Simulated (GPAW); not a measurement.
Consider BaNi2P4 (I4/mmm).

```xyz
7
Lattice="-3.2657 3.2657 2.8824 3.2657 -3.2657 2.8824 3.2657 3.2657 -2.8824" Properties=species:S:1:pos:R:3 pbc="T T T"
Ba    0.0000    0.0000    0.0000
Ni    0.0000    3.2657    1.4412
Ni    3.2657    0.0000    1.4412
P     3.2657    1.6795    0.0000
P     1.6795    3.2657    0.0000
P     1.5862    0.0000    2.8824
P     0.0000    1.5862    2.8824
```

Absorber: atom 4, with 2 Ni at 2.21 Å and 2 P at 2.24 Å (4-fold, site symmetry m2m). Method: GPAW, LDA, excited-electron core hole (neutral cell), 7-atom cell with 5.4 Å between holes, 5×5×5 k points, dipole transitions, Gaussian full width 0.9 eV up to 4 eV, rising linearly to 3.5 eV at 25 eV.

Q: Predict the near-edge structure at the P K edge.

Main maxima up to 24 eV above the zero (height): 0.7 eV (1.98), 3.2 eV (1.64), 4.9 eV (1.51), 8.9 eV (1.10) and 17.0 eV (0.91). A K edge sees empty p states on the absorber. The total-energy difference is 2131.41 eV. The functional leaves an error in such absolute values: in the free atom LDA prices this hole 8.5 eV below PBE (computed apart), and PBE is itself good to a few eV.

The P K spectrum (energy from the lowest empty level; intensity scaled to a mean of 1 over the first 20 eV; polarised curves are means over the symmetry-equivalent atoms):

```tsv
E (eV)	isotropic	ε ⊥ c	ε ∥ c
-2.0	0.00	0.00	0.00
-1.5	0.00	0.00	0.00
-1.0	0.00	0.00	0.00
-0.5	0.08	0.08	0.08
0.0	0.62	0.73	0.41
0.5	1.75	2.19	0.88
1.0	1.75	2.14	0.98
1.5	0.80	0.91	0.59
2.0	0.72	0.85	0.45
2.5	1.21	1.48	0.67
3.0	1.61	1.97	0.91
3.5	1.55	1.87	0.91
4.0	1.35	1.55	0.95
4.5	1.35	1.47	1.10
5.0	1.51	1.63	1.28
5.5	1.19	1.27	1.03
6.0	0.87	0.89	0.83
6.5	0.78	0.74	0.85
7.0	0.79	0.68	0.99
7.5	0.84	0.70	1.14
8.0	0.95	0.78	1.27
8.5	1.07	0.92	1.36
9.0	1.10	0.99	1.32
9.5	1.02	0.94	1.18
10.0	0.91	0.84	1.07
10.5	0.84	0.75	1.00
11.0	0.81	0.75	0.92
11.5	0.80	0.80	0.81
12.0	0.81	0.85	0.72
12.5	0.81	0.87	0.68
13.0	0.81	0.88	0.68
13.5	0.82	0.88	0.70
14.0	0.83	0.88	0.72
14.5	0.83	0.88	0.73
15.0	0.84	0.88	0.75
15.5	0.85	0.88	0.80
16.0	0.88	0.88	0.88
16.5	0.90	0.88	0.95
17.0	0.91	0.87	0.99
17.5	0.90	0.86	0.98
18.0	0.88	0.86	0.93
18.5	0.86	0.86	0.85
19.0	0.83	0.86	0.77
19.5	0.81	0.87	0.70
20.0	0.80	0.88	0.65
20.5	0.80	0.88	0.62
21.0	0.79	0.88	0.61
21.5	0.78	0.86	0.61
22.0	0.76	0.83	0.62
22.5	0.74	0.79	0.63
23.0	0.72	0.76	0.63
23.5	0.69	0.72	0.64
24.0	0.67	0.69	0.64
24.5	0.65	0.66	0.64
25.0	0.64	0.64	0.64
25.5	0.62	0.62	0.64
26.0	0.61	0.60	0.64
26.5	0.60	0.58	0.64
27.0	0.59	0.57	0.65
27.5	0.59	0.56	0.66
28.0	0.60	0.55	0.68
28.5	0.61	0.56	0.71
29.0	0.63	0.57	0.74
29.5	0.65	0.58	0.77
30.0	0.66	0.60	0.80
30.5	0.68	0.61	0.81
31.0	0.68	0.62	0.82
31.5	0.69	0.62	0.82
```

The hole lies in one spin channel, while the script sums the empty states of both and takes the lower zero; where the two channels are split, this blurs and shifts the curve. The starting moments shrank to 0.00 μB or less, so this is hardly a magnetic state. The holes are only 5.4 Å apart, so the shape is probably not converged with cell size; no larger cell was run here. The mesh is coarse (0.29 Å⁻¹ between points), so small maxima may be mesh ripples. The structure is a computed Materials Project entry and may be a hypothetical form.

[Banner, clock and machine lines of the logs are left out without a mark of their own.]

[Logs are printed without paths, hosts, clocks, repeated set-up lines and the standing remarks that a program may print on its own settings, such as how far it seeks lower states.]

[Hosts, paths, dates, database ids (printed as entryN), source tags and the programs' standing remarks are cut or masked in the printed files.]

[Lists of maxima count a maximum above −3 eV only where it reaches 4 % of the highest in the window and stands out from its surroundings by 2 % of it (1.5 % where it reaches 55 %); shoulders and weaker maxima are passed over, and of the rest the first, up to two pre-edge ones and the few strongest are named.]
